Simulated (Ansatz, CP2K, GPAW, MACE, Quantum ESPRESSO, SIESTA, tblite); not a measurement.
## Codes compared on Σ7 (111) twist boundary in a Pd-Ir solid solution (84 atoms)

Aim: run Σ7 (111) twist boundary in a Pd-Ir solid solution (84 atoms) in several programs and set results and cost side by side. A plane-wave run serves as the reference.

Method: Kohn-Sham DFT, PBE, PAW, plane waves, in Ansatz 0.2.0.

In doubt: a PseudoDojo file used here is known to give poor structures and forces (SIESTA), which bears on pressures, cells, forces and phonons.

## (1) Set-up

The cell holds 84 atoms: 44 Pd and 40 Ir. Its edges and angles: a = 7.232 Å, b = 7.232 Å, c = 27.381 Å, α = 90.0°, β = 90.0°, γ = 120.0°. Fcc Pd (a = 3.8655 Å); two grains turned against each other by 81.79 deg about [111]; 1 x 1 coincidence cells, 2 lattice periods a grain, two boundaries a cell, upper grain shifted by [0, 0] of the boundary cell and opened by 0.3 Å, one atom of each pair nearer than 2.05 Å removed; 40 of 84 Pd sites given to Ir at random (lattice constant by Vegard's rule between Pd and Ir); not relaxed, displaced by a Gaussian of 0.02 Å. Then every atom was moved at random, 0.03 Å r.m.s. a Cartesian component. Regions: lower grain, 42 atoms (22 Pd and 20 Ir); upper grain, 42 atoms (20 Ir and 22 Pd). The structure's axis is c.

## (2) The reference run

The PAW files are the set soft_2.

Input file input.yaml:

```yaml
crystal:
  lattice:
    - [7.23169, 0.0, 0.0]
    - [-3.61584, 6.26283, 0.0]
    - [0.0, 0.0, 27.38097]
  atoms:
    - { symbol: Pd, position: [0.86243, 0.28724, 0.99943] }
    - { symbol: Ir, position: [0.8059, 0.05191, 0.08183] }
    - { symbol: Pd, position: [0.70803, 0.56991, 0.99768] }
    - { symbol: Pd, position: [0.93883, 0.75579, 0.08185] }
    [... 74 atom lines left out ...]
    - { symbol: Pd, position: [0.95796, 0.18387, 0.8284] }
    - { symbol: Ir, position: [0.9041, 0.39308, 0.90444] }
    - { symbol: Pd, position: [0.00168, 0.99733, 0.74262] }
    - { symbol: Ir, position: [0.2259, 0.04608, 0.82545] }
    - { symbol: Pd, position: [0.18334, 0.23258, 0.9086] }
    - { symbol: Ir, position: [0.47021, 0.09344, 0.90828] }
kpoints:
  mp_grid: { grid: [1, 1, 1] }
hamiltonian:
  xc: pbe
scf:
  occupations: { method: fermi_dirac, width: 0.05 }
output:
  forces: true
  eigenvalues: true
  populations: true
  stress: true
```

The run is started by

```
$ ansatz run input.yaml --threads 8 --pin off --max-ram 15872MiB --backend cpu --events-out ev --progress --plain --runs-dir out
```

What it wrote:

```text
[...]
Pseudopotentials: kind: paw
Pseudopotential: Pd, paw, valence charge 18, recommended cutoff 420 eV (normal), Pd.paw.azcp
Pseudopotential: Ir, paw, valence charge 17, recommended cutoff 420 eV (normal), Ir.paw.azcp
[... 5 lines on functional and potentials left out ...]
Crystal: 84 atoms, lattice volume = 1240.107 Å³
Basis set: ecut = 420 eV, 24187 PW (Γ), exchange–correlation on 100×100×384 points (8 copies of the dense FFT grid, shifted against one another)
Bands: 884, of which v1, the nominal top of the filled ones, is band 736 counted from 1 (735 counted from 0)
Symmetry: 1 space group operations
Space group: P1 (ITA 1), of the structure as read, at distance tolerance 1.1e-4 Å
k-points: 1
[... 5 lines on functional and potentials left out ...]
Initial density: superposition of atomic densities (neutral atoms: chi_scale 0, normalization atom), corrected by the library's trained network
Initial wavefunctions: pseudopotential atomic-orbital guess
[...]
SCF iter   1: F=—  HF=-784198.814552 eV  |F-HF|=—  |Δ(HF+E_count)|=         —  Δρ=2.92e-2  dr2=2.08e1  ethr=1.77e-3  ⟨swp⟩=5.0  Hψ=2939  notcnv=0  defer=74
preconditioner: auto → Kerker (q_TF=auto, 2.807 Å⁻¹)  [metal: Δε(μ)=0.026 eV  Ē_g=7.564 eV  σ=0.050 eV  W_gap=0.13  n_scr=462 (ndim 8)  ℏωp=29.8 eV  f_vac=0.000  D(μ)=111.69/eV (n_scr^D=1378)]
[...]
SCF iter   9: F=—  HF=-784197.196563 eV  |F-HF|=—  |Δ(HF+E_count)|=   2.10e-7  Δρ=2.96e-6  dr2=2.72e-7  ethr=4.61e-10  ⟨swp⟩=1.0  Hψ=805  notcnv=0  defer=79
SCF iter  10: F=-784197.196563 eV  HF=-784197.196563 eV  |F-HF|=3.61e-8  |Δ(HF+E_count)|=   3.07e-8  Δρ=9.30e-7  dr2=4.00e-8  ethr=6.79e-12  ⟨swp⟩=9.0  Hψ=3179  notcnv=0
SCF 1 converged in 10 iterations: F = -784197.196563 eV  dr2 = 4.00e-8
[...]
SCF converged after 10 iterations
Free energy (F): -784197.196563 eV
Harris-Foulkes:  -784197.196563 eV  (|F-HF|=3.61e-8)
Internal energy: -784196.201286 eV  (E = F + TS)
E sigma→0 (E₀):  -784196.698925 eV
Entropy (-TS):   -0.995276 eV (-11.849 meV/atom)
Fermi energy:    22.182244 eV
--- Per-component energies (eV) ---
[...]
Σ components = -784197.196563   (vs F -784197.196563, Δ=0.00e0)
--- Forces (eV/Å), atoms counted from 1 ---
  atom   1  Pd    -0.16670407    -0.58840428    -1.06445975
  atom   2  Ir     0.16534463    -0.13293155    -0.13291727
  atom   3  Pd     0.88323567     0.80279513    -0.54008659
  atom   4  Pd     0.53073577     0.52968902    -0.47895383
[...]
atom  84  Ir     1.00009870     0.76139168    -0.04885685
  max |Σ_I F_I| component: 4.74e-5 eV/Å
--- Stress (GPa, compression-positive) ---
        0.484440       0.220111      -0.209507
        0.220111       0.476406       0.523477
       -0.209507       0.523477      11.068987
  P = ⅓ Tr σ = 4.0099 GPa (40.099 kbar)
--- Band table (eV) ---
  k-point 0: bands = ["-70.4266", "-70.4251", "-70.4166", "-70.4099", [... 868 levels ...], "31.7273", "31.8864", "31.9549", "31.9985", "32.0806", "32.1843", "32.2844", "32.3380", "32.3652", "32.3788", "32.4411", "32.4898"]
--- Löwdin populations: 84 sites ---
  site symbol       q [e]
     0     Pd     17.2071
     1     Ir     17.1257
     2     Pd     17.1976
[...]
83     Ir     17.0857
  spilling = 0.019592 (of n_electrons = 1472.000000)
```

It took 29 s on 8 threads of Arm Neoverse V1, shared host; peak memory 2.8 GiB; 3.7 min of CPU time.

The run gave:

| Quantity | Value |
| --- | --- |
| free energy | -784197.1966 eV |
| free energy per atom | -9335.6809 eV/atom |
| SCF cycles | 10 |
| pressure | 4.01 GPa |
| r.m.s. force component | 0.6575 eV/Å |
| longest force | 2.635 eV/Å |
| Fermi energy | 22.18 eV |
| levels partly filled by over 2 per cent | 23 |
| spilling of the projection | 0.01959 |

Neighbours are counted within 3.12 Å (Pd-Pd), 3.12 Å (Pd-Ir), 3.12 Å (Ir-Ir).

Length of the force by element and coordination:

| element | coordination | atoms | mean length of the force (eV/Å) | spread | least | most |
| --- | --- | --- | --- | --- | --- | --- |
| Ir | all | 40 | 1.10 | 0.545 | 0.161 | 2.64 |
| Ir | 10 | 7 | 1.34 | 0.389 | 0.647 | 1.83 |
| Ir | 11 | 6 | 1.37 | 0.653 | 0.643 | 2.64 |
| Ir | 12 | 27 | 0.982 | 0.512 | 0.161 | 2.02 |
| Pd | all | 44 | 0.934 | 0.478 | 0.173 | 2.26 |
| Pd | 10 | 5 | 1.25 | 0.176 | 0.925 | 1.42 |
| Pd | 11 | 6 | 1.36 | 0.600 | 0.624 | 2.26 |
| Pd | 12 | 33 | 0.809 | 0.413 | 0.173 | 1.59 |

By region:

| region | atoms | mean length of the force (eV/Å) |
| --- | --- | --- |
| lower grain | 42 | 1.04 |
| upper grain | 42 | 0.986 |

The levels nearest the highest filled one (over half full), pooled over k-points and spins:

| level less the highest filled one (eV) | occupation |
| --- | --- |
| -0.0814 | 1.70 |
| -0.0755 | 1.67 |
| -0.0527 | 1.53 |
| -0.0449 | 1.47 |
| -0.0196 | 1.25 |
| 0 | 1.06 |
| 0.0102 | 0.958 |
| 0.0292 | 0.772 |
| 0.0356 | 0.713 |
| 0.0713 | 0.426 |
| 0.0846 | 0.344 |
| 0.0975 | 0.276 |

## (3) The ladder

The programs:
- CP2K 2026.2: Gaussian basis with GTH pseudopotentials and a plane-wave density; labels give functional, basis (MOLOPT sets; SR short-range, UZH the newer set with its own potentials), grid cutoff/relative cutoff and solver (OT: orbital transformation; TRS4, TC2, SIGN: linear-scaling purification with its sparsity filter), or its built-in tight binding.
- MACE: machine-learned potential, published weights.
- Quantum ESPRESSO 7.5: plane waves; labels (QE) give functional, pseudopotential set and cutoffs of waves/density.
- SIESTA 5.4.2: numerical atomic orbitals, whose automatically made sets are far from complete, with PseudoDojo norm-conserving potentials that we converted to its format (checked against plane waves on the same files for H, C, O, Si, Ge and Ca alone); labels give functional, basis size, energy shift and mesh cutoff.
- tblite 0.8.0: extended tight binding, driven from Python.

All use the same cell and atoms; the electronic-structure runs use the same k-mesh, and an electronic temperature of 580 K (0.05 eV) where levels are smeared.

Differences are against the plane-wave reference, forces as r.m.s. over components; share is that over the reference's r.m.s. force, slope the least-squares factor from reference forces to these. Total energies of different programs have different zeros and aren't compared.

| run | Δ force, r.m.s. (meV/Å) | share (%) | slope | Δ pressure (GPa) | cores | CPU time | memory (GiB) |
| --- | --- | --- | --- | --- | --- | --- | --- |
| reference | - | - | - | - | 8 | 3.7 min | 2.8 |
| CP2K PBE, DZVP-UZH, 600/60 Ry, diagonalisation | 38.1 | 5.80 | 1.039 | 0.224 | 4 | 1.7 h | 9.6 |
| MACE MP-0b2 small potential | 256 | 38.9 | 0.875 | 0.416 | 1 | 7.3 s | 0.67 |
| MACE MP-0b3 medium potential | 283 | 43.0 | 0.698 | 1.45 | 1 | 8.8 s | 0.98 |
| MACE MPA-0 medium potential | 213 | 32.4 | 0.813 | -0.836 | 1 | 8.8 s | 0.98 |
| QE PBE, sssp-1.3.0-efficiency, 45/360 Ry | 8.15 | 1.24 | 1.000 | -0.273 | 4 | 34 min | 4.2 |
| SIESTA PBE, DZ, shift 0.01 Ry, mesh 300 Ry (coarse) | 260 | 39.5 | 1.290 | -12.4 | 2 | 6.9 min | 1.1 |
| SIESTA PBE, DZP, shift 0.01 Ry, mesh 100 Ry (coarse) | 137 | 20.9 | 1.091 | 0.313 | 4 | 6.7 min | 1.2 |
| SIESTA PBE, DZP, shift 0.01 Ry, mesh 300 Ry | 134 | 20.4 | 1.086 | -0.575 | 4 | 14 min | 1.8 |
| SIESTA PBE, SZ, shift 0.01 Ry, mesh 300 Ry (coarse) | 426 | 64.8 | 1.221 | -0.755 | 1 | 3.3 min | 0.68 |
| SIESTA RPBE, PBE potentials, DZP, shift 0.01 Ry, mesh 300 Ry | 141 | 21.4 | 1.108 | 3.82 | 4 | 14 min | 1.9 |
| tblite GFN1-xTB | 235 | 35.8 | 0.787 | 7.53 | 1 | 16 s | 0.17 |

Rows marked coarse use a setting chosen to be so.

Times of the machine-learned potentials are mostly Python's start and the loading of weights.

CPU time is summed over cores on a shared host, where runs went side by side, so it is rough. Symmetry, cutoffs, thresholds, outputs and thread counts weren't matched or tuned between programs; memory under MPI is the largest rank's times the ranks.

Runs without a result: CP2K GFN1-xTB, diagonalisation (not converged, the SCF not settling); GPAW PBE, LCAO dzp, h 0.2 Å (cut off at its time limit of 15 min); CP2K PBE, SZV-MOLOPT-SR, 600/60 Ry, diagonalisation (cut off at its time limit of 9.5 min); GPAW PBE, LCAO sz(dzp), h 0.2 Å (cut off at its time limit of 4 min); GPAW revPBE, LCAO dzp, h 0.2 Å (cut off at its time limit of 15 min); GPAW PBE, LCAO dzp, h 0.25 Å (cut off at its time limit of 12 min).

Mean charges by element (e), by run and scheme:

| run | scheme | Pd | Ir |
| --- | --- | --- | --- |
| CP2K PBE, DZVP-UZH, 600/60 Ry, diagonalisation | Mulliken | +0.05 | -0.05 |
| CP2K PBE, DZVP-UZH, 600/60 Ry, diagonalisation | Hirshfeld | +0.22 | -0.24 |
| SIESTA PBE, DZP, shift 0.01 Ry, mesh 300 Ry | Hirshfeld | -0.18 | +0.20 |
| SIESTA RPBE, PBE potentials, DZP, shift 0.01 Ry, mesh 300 Ry | Hirshfeld | -0.18 | +0.19 |
| tblite GFN1-xTB | Mulliken | +0.18 | -0.20 |

Within one program, basis, potentials and functional, energies share a zero. Each run against its twin at the usual cutoff or grid and solver:

| run | twin | Δ energy (meV/atom) | Δ force, r.m.s. (meV/Å) | CPU time over the twin's |
| --- | --- | --- | --- | --- |
| SIESTA PBE, DZP, shift 0.01 Ry, mesh 100 Ry | DZP, shift 0.01 Ry, mesh 300 Ry | -45.9 | 42.0 | 0.47 |

## (4) Results

```json
{"reference r.m.s. force component": "0.657 eV/Å", "nearest in forces": "QE PBE, sssp-1.3.0-efficiency, 45/360 Ry, 1.2 %", "farthest in forces": "SIESTA PBE, SZ, shift 0.01 Ry, mesh 300 Ry (coarse), 65 %", "cheapest electronic-structure run beside the reference": "tblite GFN1-xTB, 16 s of CPU time"}
```

In words: PBE on plane waves or a grid with other potentials, cutoffs or grids, coarse settings apart, differs from the reference by 1.2 % (QE PBE, sssp-1.3.0-efficiency, 45/360 Ry) of the r.m.s. force; this holds the reference's own error, so differences of a few per cent don't tell which side is nearer the exact PBE result (QE's 45 Ry are 612 eV, against the reference's 420 eV). The PBE runs in local orbitals, coarse settings apart, differ by 5.8 % (CP2K PBE, DZVP-UZH, 600/60 Ry, diagonalisation) to 20 % (SIESTA PBE, DZP, shift 0.01 Ry, mesh 300 Ry); basis, grid and potentials can all enter. Tight binding differs by 36 % (tblite GFN1-xTB); it is another model, with fitted parameters of its own, and the xTB methods hold dispersion. Machine-learned potentials differ by 32 % (MACE MPA-0 medium potential) to 43 % (MACE MP-0b3 medium potential); they were trained on other programs' data. Among those trained on PBE data the slope goes as low as 0.70, which softening far from their training structures can give, though the reference's k-sampling is untested too. Rows with another functional or a dispersion term differ by 21 % (SIESTA RPBE, PBE potentials, DZP, shift 0.01 Ry, mesh 300 Ry), which mixes the change of model with differences of basis and potentials, some of them made for another functional. Runs with settings chosen to be coarse differ by 21 % (SIESTA PBE, DZP, shift 0.01 Ry, mesh 100 Ry) to 65 % (SIESTA PBE, SZ, shift 0.01 Ry, mesh 300 Ry), their programs' other errors included. One electronic-structure run takes under half the reference's CPU time: tblite GFN1-xTB, at 36 % in 16 s against 3.7 min; its pressure misses by +7.5 GPa. SIESTA PBE, DZ, shift 0.01 Ry, mesh 300 Ry stiffens the forces by a factor of 1.29 while following their directions (correlation 0.979). In pressure, SIESTA PBE, DZ, shift 0.01 Ry, mesh 300 Ry misses by -12.4 GPa, at the same functional. Charges hang on model, scheme and program or settings: among these rows the mean for Ir runs from -0.24 to +0.20 e, even in sign. In the reference: 23 levels are partly filled, by over 2 % (at Γ alone), as in a metal. Periodic xTB results under one method name differ between programs and library versions. The potentials hold different valence shells: 1472 electrons in the reference, 1392 in Quantum ESPRESSO with SSSP; this bears on time and differences. A potential file of the SIESTA runs is in doubt, which bears on their forces and pressure. Machine-learned potentials mimic data converged in k, so the reference's own k-point error enters their differences. The reference's stress is far from hydrostatic: its diagonal is 0.5, 0.5, 11.1 GPa, compression counted positive. The host structure and its lattice constant were typed by rule, without a check against the phase diagram. The reference's pressure of 4.0 GPa belongs to unrelaxed atoms and would change as they relax. The electronic-structure runs sample only Γ, in a cell whose shortest periodic width is 6 Å, which is coarse for a cell with partly filled levels. Spin–orbit coupling is left out, which matters for the levels of the heavy elements.

[Long decimals in the printed logs are rounded to 6 places.]

[Also dropped from logs without a mark: lines with file paths, logging warnings of Python, QE's lines on negative density and diagonalisation, SIESTA's first energy breakdown, zero terms and Voronoi charges.]

[Logs are printed without paths, hosts, clocks, repeated set-up lines and the standing remarks that a program may print on its own settings, such as how far it seeks lower states.]

[Hosts, paths, dates, database ids (printed as entryN), source tags and the programs' standing remarks are cut or masked in the printed files.]

[Not all failed runs are listed: runs killed by the host, ended in a Python traceback or in CONQUEST's support-function errors, and SIESTA runs with faulty potentials for Cu, Fe, Ni or Zn are left out.]
